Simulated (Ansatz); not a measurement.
## SrVO3 (Pm-3m): how robust is the cRPA U?

What does U in SrVO3 (Pm-3m) depend on besides the window?

Program: Ansatz 0.2.0. Level of theory: constrained RPA on LDA, plane waves, PAW. Results are calculated unless marked as measured.

Most raw output is cut from this account.

## 1. Set-up

The structure is cubic, space group Pm-3m (No. 221). The conventional cell has a = 3.842 Å, b = 3.842 Å, c = 3.842 Å, α = 90.00°, β = 90.00°, γ = 90.00°. Nearest to Sr lie 12 O at 2.72 Å. Nearest to V lie 6 O at 1.92 Å. Nearest to O lie 2 V at 1.92 Å and 4 Sr at 2.72 Å. Farther neighbours and most contacts between anions are not listed.

 The program's search for lower electronic states was switched off, so nothing shows that the state found is the lowest. The default PAW set here is soft_2. Its files were made with PBE.

## 2. Base: V t2g, bands v1 to c2, 6×6×6 mesh, medium accuracy

Constrained RPA screens the interaction with every transition except those inside the target bands, which a later many-body model would treat itself.

Contents of input.yaml:

```yaml
crystal:
  lattice:
    - [0.0, -3.842, 0.0]
    - [0.0, 0.0, 3.842]
    - [-3.842, 0.0, 0.0]
  atoms:
    - { symbol: Sr, position: [0.0, 0.0, 0.0] }
    - { symbol: V, position: [0.5, 0.5, 0.5] }
    - { symbol: O, position: [0.5, 0.5, 0.0] }
    - { symbol: O, position: [0.5, 0.0, 0.5] }
    - { symbol: O, position: [0.0, 0.5, 0.5] }
kpoints:
  mp_grid: { grid: [6, 6, 6] }
hamiltonian:
  xc: lda
scf:
  occupations: { method: gaussian, width: 0.08 }
  n_extra_bands: 19
  max_iter: 150
  lower_state_search: "off"
output:
  crpa:
    kmesh: [6, 6, 6]
    target_bands: [v1, c2]
    projections: [{ species: V, l: d, shell: 3, orbitals: [dxz, dyz, dxy] }]
  local_orbitals:
    kmesh: [6, 6, 6]
    orbitals: [{ species: V, l: d, shell: 3, orbitals: [dxz, dyz, dxy] }]
    window: { bands: [v1, c2] }
    seedname: lo
```

Started as:

```bash
$ ansatz run input.yaml --threads 8 --pin off --max-ram 18432MiB --backend cpu --events-out ev --progress --plain --runs-dir out
```

It took 87 s on 8 threads of Arm Neoverse V1, shared host; peak memory 0.78 GiB; 10 min of CPU time.

This step gave:

```
U                                                 : 3.197 eV
U prime (inter-orbital)                           : 2.345 eV
J                                                 : 0.4069 eV
bare V                                            : 16.11 eV
bare J                                            : 0.5543 eV
stated bound on U                                 : 0.004778 eV
U over bare V                                     : 0.1985
electrons in the window                           : 1.0000
head of the constrained inverse dielectric matrix : 0.1683
least eigenvalue of the projection's overlap      : 0.7077
target functions                                  : 3
bands in the sums                                 : 46
r.m.s. miss of the model bands                    : 0.003413 eV
width of the target bands                         : 2.542 eV
weight of the projected orbitals in the window    : 0.7812
```

On the V t2g shell, screening brings the on-site interaction from 16.1 eV down to U = 3.20 eV.

## 3. Changed: 4×4×4 mesh

input.yaml, the sections that differ from step 2:

```yaml
output:
  crpa:
    kmesh: [4, 4, 4]
    target_bands: [v1, c2]
    projections: [{ species: V, l: d, shell: 3, orbitals: [dxz, dyz, dxy] }]
# crystal, kpoints, hamiltonian, scf: as in step 2
```

Run time: 16 s. Hardware: 8 threads; peak memory 0.58 GiB.

Numbers from this step:

| Item | Value |
| --- | --- |
| U | 3.203 eV |
| U prime (inter-orbital) | 2.347 eV |
| J | 0.4082 eV |
| bare V | 16.17 eV |
| bare J | 0.5562 eV |
| stated bound on U | 0.004746 eV |
| U over bare V | 0.1981 |
| electrons in the window | 1.0000 |
| head of the constrained inverse dielectric matrix | 0.1594 |
| least eigenvalue of the projection's overlap | 0.7077 |
| target functions | 3 |
| bands in the sums | 46 |
| width of the target bands | 2.542 eV |
| weight of the projected orbitals in the window | 0.7812 |

On the V t2g shell, screening brings the on-site interaction from 16.2 eV down to U = 3.20 eV.

## 4. Changed: 8×8×8 mesh

Edit input.yaml of step 3 so:

```diff
@@ -22,3 +22,3 @@
   crpa:
-    kmesh: [4, 4, 4]
+    kmesh: [8, 8, 8]
     target_bands: [v1, c2]
```

It took 6.3 min on 8 threads; peak memory 1.1 GiB; 44 min of CPU time.

Numbers from this step:

| Property | Result |
| --- | --- |
| U | 3.204 eV |
| U prime (inter-orbital) | 2.352 eV |
| J | 0.4068 eV |
| bare V | 16.10 eV |
| bare J | 0.5541 eV |
| stated bound on U | 0.004852 eV |
| U over bare V | 0.1990 |
| electrons in the window | 1.0000 |
| head of the constrained inverse dielectric matrix | 0.1717 |
| least eigenvalue of the projection's overlap | 0.7077 |
| target functions | 3 |
| bands in the sums | 46 |
| width of the target bands | 2.542 eV |
| weight of the projected orbitals in the window | 0.7812 |

On the V t2g shell, screening brings the on-site interaction from 16.1 eV down to U = 3.20 eV.

## 5. Changed: sums over states

Edit input.yaml of step 4 so:

```diff
@@ -22,4 +22,7 @@
   crpa:
-    kmesh: [8, 8, 8]
+    kmesh: [6, 6, 6]
     target_bands: [v1, c2]
     projections: [{ species: V, l: d, shell: 3, orbitals: [dxz, dyz, dxy] }]
+    accuracy: sum_over_states
+    n_empty_bands: 84
+    ecut_chi: 70
```

It took 16 s on 8 threads; peak memory 0.98 GiB.

This variant gives U = 3.34 eV against 3.20 eV. It is a finite sum over empty states with no bound on its error and stays out of the table below.

## 6. Changed: sums over states on smooth products

Edit input.yaml of step 5 so:

```diff
@@ -26,3 +26,4 @@
     accuracy: sum_over_states
-    n_empty_bands: 84
-    ecut_chi: 70
+    pair_densities: pseudo
+    n_empty_bands: 42
+    ecut_chi: 136
```

Run time: 13 s. Hardware: 8 threads; peak memory 0.65 GiB; 76 s of CPU time.

This variant gives U = 3.39 eV against 3.20 eV. It is a finite sum over empty states with no bound on its error and stays out of the table below.

## 7. Changed: potentials

Edit input.yaml of step 6 so:

```diff
@@ -15,2 +15,3 @@
   xc: lda
+  pseudopotentials: { kind: paw, source: ansatz }
 scf:
@@ -25,5 +26 @@
     projections: [{ species: V, l: d, shell: 3, orbitals: [dxz, dyz, dxy] }]
-    accuracy: sum_over_states
-    pair_densities: pseudo
-    n_empty_bands: 42
-    ecut_chi: 136
```

Elapsed: 3.7 min, on 8 threads; peak memory 1.6 GiB.

Numbers from this step:

| Quantity | Value |
| --- | --- |
| U | 3.194 eV |
| U prime (inter-orbital) | 2.345 eV |
| J | 0.4060 eV |
| bare V | 16.10 eV |
| bare J | 0.5544 eV |
| stated bound on U | 0.005801 eV |
| U over bare V | 0.1985 |
| electrons in the window | 1.0000 |
| head of the constrained inverse dielectric matrix | 0.1682 |
| least eigenvalue of the projection's overlap | 0.7076 |
| target functions | 3 |
| bands in the sums | 46 |
| width of the target bands | 2.549 eV |
| weight of the projected orbitals in the window | 0.7812 |

On the V t2g shell, screening brings the on-site interaction from 16.1 eV down to U = 3.19 eV.

## 8. Changed: volume +6 %

The cell differs from the one that the last finished run ended in (a 3.842 → 3.917 Å, b 3.842 → 3.917 Å, c 3.842 → 3.917 Å).

Edit input.yaml of step 7 so:

```diff
@@ -2,5 +2,5 @@
   lattice:
-    - [0.0, -3.842, 0.0]
-    - [0.0, 0.0, 3.842]
-    - [-3.842, 0.0, 0.0]
+    - [0.0, -3.9173524637, 0.0]
+    - [0.0, 0.0, 3.9173524637]
+    - [-3.9173524637, 0.0, 0.0]
   atoms:
@@ -15,3 +15,2 @@
   xc: lda
-  pseudopotentials: { kind: paw, source: ansatz }
 scf:
@@ -26 +25,6 @@
     projections: [{ species: V, l: d, shell: 3, orbitals: [dxz, dyz, dxy] }]
+  local_orbitals:
+    kmesh: [6, 6, 6]
+    orbitals: [{ species: V, l: d, shell: 3, orbitals: [dxz, dyz, dxy] }]
+    window: { bands: [v1, c2] }
+    seedname: lo
```

Wall time 79 s (8 threads); peak memory 0.82 GiB.

This step gave:

```
U                                                 : 3.091 eV
U prime (inter-orbital)                           : 2.239 eV
J                                                 : 0.4056 eV
bare V                                            : 16.13 eV
bare J                                            : 0.5564 eV
stated bound on U                                 : 0.004859 eV
U over bare V                                     : 0.1916
electrons in the window                           : 1.0000
head of the constrained inverse dielectric matrix : 0.1634
least eigenvalue of the projection's overlap      : 0.7113
target functions                                  : 3
bands in the sums                                 : 46
r.m.s. miss of the model bands                    : 0.003100 eV
width of the target bands                         : 2.306 eV
weight of the projected orbitals in the window    : 0.7843
```

On the V t2g shell, screening brings the on-site interaction from 16.1 eV down to U = 3.09 eV.

## 9. Changed: PBEsol

This step: constrained RPA on PBEsol, plane waves, PAW.

input.yaml, the sections that differ from step 8:

```yaml
crystal:
  lattice:
    - [0.0, -3.842, 0.0]
    - [0.0, 0.0, 3.842]
    - [-3.842, 0.0, 0.0]
  atoms:
    - { symbol: Sr, position: [0.0, 0.0, 0.0] }
    - { symbol: V, position: [0.5, 0.5, 0.5] }
    - { symbol: O, position: [0.5, 0.5, 0.0] }
    - { symbol: O, position: [0.5, 0.0, 0.5] }
    - { symbol: O, position: [0.0, 0.5, 0.5] }
hamiltonian:
  xc: pbesol
output:
  crpa:
    kmesh: [6, 6, 6]
    target_bands: [v1, c2]
    projections: [{ species: V, l: d, shell: 3, orbitals: [dxz, dyz, dxy] }]
# kpoints, scf: as in step 8
```

Run time: 90 s. Hardware: 8 threads; peak memory 0.77 GiB.

This step gave:

| Item | Value |
| --- | --- |
| U | 3.228 eV |
| U prime (inter-orbital) | 2.371 eV |
| J | 0.4093 eV |
| bare V | 16.15 eV |
| bare J | 0.5569 eV |
| stated bound on U | 0.004769 eV |
| U over bare V | 0.1999 |
| electrons in the window | 1.000 |
| head of the constrained inverse dielectric matrix | 0.1696 |
| least eigenvalue of the projection's overlap | 0.7091 |
| target functions | 3 |
| bands in the sums | 46 |
| width of the target bands | 2.536 eV |
| weight of the projected orbitals in the window | 0.7827 |

On the V t2g shell, screening brings the on-site interaction from 16.1 eV down to U = 3.23 eV.

## 10. Changed: r2SCAN

This step: constrained RPA on r2SCAN, plane waves, PAW.

Edit input.yaml of step 9 so:

```diff
@@ -14,3 +14,3 @@
 hamiltonian:
-  xc: pbesol
+  xc: r2scan
 scf:
```

Run time: 2.3 min. Hardware: 8 threads; peak memory 0.97 GiB; 16 min of CPU time.

This step gave:

* U: 3.600 eV
* U prime (inter-orbital): 2.691 eV
* J: 0.4359 eV
* bare V: 16.69 eV
* bare J: 0.5863 eV
* stated bound on U: 0.005229 eV
* U over bare V: 0.2157
* electrons in the window: 1.0000
* head of the constrained inverse dielectric matrix: 0.1902
* least eigenvalue of the projection's overlap: 0.7166
* target functions: 3
* bands in the sums: 46
* width of the target bands: 2.473 eV
* weight of the projected orbitals in the window: 0.7950

On the V t2g shell, screening brings the on-site interaction from 16.7 eV down to U = 3.60 eV.

## 11. Changed: volume -6 %

This step: constrained RPA on LDA, plane waves, PAW.

The cell differs from the one that the last finished run ended in (a 3.842 → 3.764 Å, b 3.842 → 3.764 Å, c 3.842 → 3.764 Å).

Edit input.yaml of step 10 so:

```diff
@@ -2,5 +2,5 @@
   lattice:
-    - [0.0, -3.842, 0.0]
-    - [0.0, 0.0, 3.842]
-    - [-3.842, 0.0, 0.0]
+    - [0.0, -3.7635698297, 0.0]
+    - [0.0, 0.0, 3.7635698297]
+    - [-3.7635698297, 0.0, 0.0]
   atoms:
@@ -14,3 +14,3 @@
 hamiltonian:
-  xc: r2scan
+  xc: lda
 scf:
@@ -25 +25,6 @@
     projections: [{ species: V, l: d, shell: 3, orbitals: [dxz, dyz, dxy] }]
+  local_orbitals:
+    kmesh: [6, 6, 6]
+    orbitals: [{ species: V, l: d, shell: 3, orbitals: [dxz, dyz, dxy] }]
+    window: { bands: [v1, c2] }
+    seedname: lo
```

Elapsed: 88 s, on 8 threads; peak memory 0.76 GiB; 10 min of CPU time.

This step gave:

```yaml
u: 3.295 eV
u_prime_inter_orbital: 2.445 eV
j: 0.4069 eV
bare_v: 16.05 eV
bare_j: 0.5509 eV
stated_bound_on_u: 0.004776 eV
u_over_bare_v: 0.2053
electrons_in_the_window: 1.0000
head_of_the_constrained_inverse_dielectric_matrix: 0.1725
least_eigenvalue_of_the_projection_s_overlap: 0.7035
target_functions: 3
bands_in_the_sums: 46
r_m_s_miss_of_the_model_bands: 0.003828 eV
width_of_the_target_bands: 2.818 eV
weight_of_the_projected_orbitals_in_the_window: 0.7773
```

On the V t2g shell, screening brings the on-site interaction from 16.1 eV down to U = 3.30 eV.

## 12. Changed: volume -3 %

The cell differs from the one that the last finished run ended in (a 3.764 → 3.803 Å, b 3.764 → 3.803 Å, c 3.764 → 3.803 Å).

Edit input.yaml of step 11 so:

```diff
@@ -2,5 +2,5 @@
   lattice:
-    - [0.0, -3.7635698297, 0.0]
-    - [0.0, 0.0, 3.7635698297]
-    - [-3.7635698297, 0.0, 0.0]
+    - [0.0, -3.8031892657, 0.0]
+    - [0.0, 0.0, 3.8031892657]
+    - [-3.8031892657, 0.0, 0.0]
   atoms:
```

Elapsed: 94 s, on 8 threads; peak memory 0.77 GiB.

Numbers from this step:

| Quantity | Value |
| --- | --- |
| U | 3.247 eV |
| U prime (inter-orbital) | 2.396 eV |
| J | 0.4071 eV |
| bare V | 16.08 eV |
| bare J | 0.5528 eV |
| stated bound on U | 0.004781 eV |
| U over bare V | 0.2019 |
| electrons in the window | 1.000 |
| head of the constrained inverse dielectric matrix | 0.1705 |
| least eigenvalue of the projection's overlap | 0.7057 |
| target functions | 3 |
| bands in the sums | 46 |
| r.m.s. miss of the model bands | 0.003618 eV |
| width of the target bands | 2.674 eV |
| weight of the projected orbitals in the window | 0.7794 |

On the V t2g shell, screening brings the on-site interaction from 16.1 eV down to U = 3.25 eV.

## 13. Side by side

Times are wall times on 8 threads of Arm Neoverse V1, shared host, good to a factor of about two.

```
          run  bare V (eV)  U (eV)  J (eV)  bound on U (eV)  width (eV)     time
target window        16.11   3.197   0.407           0.0048        2.54     87 s
   4×4×4 mesh        16.17   3.203   0.408           0.0047        2.54     16 s
   8×8×8 mesh        16.10   3.204   0.407           0.0049        2.54  6.3 min
   potentials        16.10   3.194   0.406           0.0058        2.55  3.7 min
  volume +6 %        16.13   3.091   0.406           0.0049        2.31     79 s
       PBEsol        16.15   3.228   0.409           0.0048        2.54     90 s
       r2SCAN        16.69   3.600   0.436           0.0052        2.47  2.3 min
  volume -6 %        16.05   3.295   0.407           0.0048        2.82     88 s
  volume -3 %        16.08   3.247   0.407           0.0048        2.67     94 s
```

## 14. Results

| Property | Result |
| --- | --- |
| target window | U 3.20 eV, J 0.41 eV |
| 4×4×4 mesh | U 3.20 eV, J 0.41 eV |
| 8×8×8 mesh | U 3.20 eV, J 0.41 eV |
| potentials | U 3.19 eV, J 0.41 eV |
| volume +6 % | U 3.09 eV, J 0.41 eV |
| PBEsol | U 3.23 eV, J 0.41 eV |
| r2SCAN | U 3.60 eV, J 0.44 eV |
| volume -6 % | U 3.30 eV, J 0.41 eV |
| volume -3 % | U 3.25 eV, J 0.41 eV |

4×4×4 mesh moves U by +0.01 eV (within the solver's bounds, for the mean over orbitals) at 0.18 times the time. 8×8×8 mesh moves U by +0.01 eV (within the solver's bounds, for the mean over orbitals) at 4.3 times the time. Potentials moves U by −0.003 eV (within the solver's bounds, for the mean over orbitals) at 2.5 times the time. Volume +6 % moves U by −0.11 eV. PBEsol moves U by +0.03 eV. r2SCAN moves U by +0.40 eV. Volume -6 % moves U by +0.10 eV. Volume -3 % moves U by +0.05 eV. The printed bound covers the solver alone, not the mesh. The parent state is non-magnetic and the interaction static (zero frequency); U depends on the window and the orbitals, so it belongs to this model alone.

[Paths, hosts, dates, memory and timing lines, banners, echoed tables and standing remarks are left out of the program output.]

[Logs are printed without paths, hosts, clocks, repeated set-up lines and the standing remarks that a program may print on its own settings, such as how far it seeks lower states.]

[Runs of the session that timed out or met a known fault of the program may be left out.]

[Hosts, paths, dates, database ids (printed as entryN), source tags and the programs' standing remarks are cut or masked in the printed files.]
